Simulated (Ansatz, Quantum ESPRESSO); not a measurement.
# Equation of state of zinc blende AlN

How stiff is zinc blende AlN under hydrostatic load? Each row scales the relaxed cell evenly and relaxes the atoms. The phase is followed to these pressures whether or not it stays the stable one.

Calculated with Quantum ESPRESSO 7.5, LDA, GBRV 1.5 ultrasoft potentials, cutoff 680 eV, Fermi–Dirac smearing 0.02 eV, k-mesh 11×11×11, no spin polarisation, no spin-orbit coupling.

Reference cell, relaxed at zero pressure with LDA (F-43m): a = 3.0743 Å, b = 3.0743 Å, c = 3.0743 Å, α = 60.00°, β = 60.00°, γ = 60.00°.

```
atom       x       y       z
  Al  0.0000  0.0000  0.0000
   N  0.7500  0.7500  0.7500
```

```
V (Å³/atom)    V/V0  P (GPa)  E − E0 (meV/atom)
     9.8624  0.9600    9.349               12.0
    10.0678  0.9800    4.447                3.0
    10.4788  1.0200   −4.019                2.4
    10.6842  1.0400   −7.665                9.8
    10.8897  1.0600  −10.970               21.6
```

V0 = 10.2733 Å³ an atom, where the residual pressure P0 is +0.006 GPa. **Question.** Fit the Birch–Murnaghan law and give the pressure and the energy at V = 9.6569 Å³ an atom, a row left out above.

With the Eulerian strain f = ½[(V0/V)^(2/3) − 1] and F = (P − P0)/[3f(1 + 2f)^(5/2)], the third-order law is the line F = B0 + (3/2) B0 (B′ − 4) f.

| f | F (GPa) |
| --- | --- |
| 0.01379 | 210.94 |
| 0.00678 | 211.08 |
| −0.00656 | 211.43 |
| −0.01290 | 211.55 |
| −0.01905 | 211.64 |

A straight line through the 5 rows: the means are −0.003588 for f and 211.33 for F, Σ(Δx)² = 0.0007441 and ΣΔxΔy = −0.01651, so the slope is −0.01651/0.0007441 = −22.186 and the intercept 211.33 − (−22.186)(−0.003588) = 211.25.

Hence B0 = 211.2 GPa and B′ = 4 + (−22.2)/(1.5 × 211.2) = 3.93. For the withheld volume f = 0.02106, F = 210.78 GPa and P = 14.77 GPa, an extrapolation past the fitted rows. The run itself gives 14.76 GPa, so the estimate misses by 0.01 GPa, a rounding's worth.

Integrating the same law gives E − E0 = (9/2) B0 V0 f²[1 + (B′ − 4) f] + P0(V0 − V), with 1 GPa Å³ = 6.2415 meV: 27.0 meV an atom. The run itself gives 27.7 meV, so the estimate misses by 0.7 meV; the fitted rows themselves lie up to 0.5 meV off the law.

The same fit over all rows at other levels or in other programs gives B0 = 210 GPa with r2SCAN (Ansatz), 201 GPa with PBEsol (Quantum ESPRESSO, GBRV) and 201 GPa with PBEsol (Quantum ESPRESSO, PseudoDojo).

[Logs are printed without paths, hosts, clocks, repeated set-up lines and the standing remarks that a program may print on its own settings, such as how far it seeks lower states.]
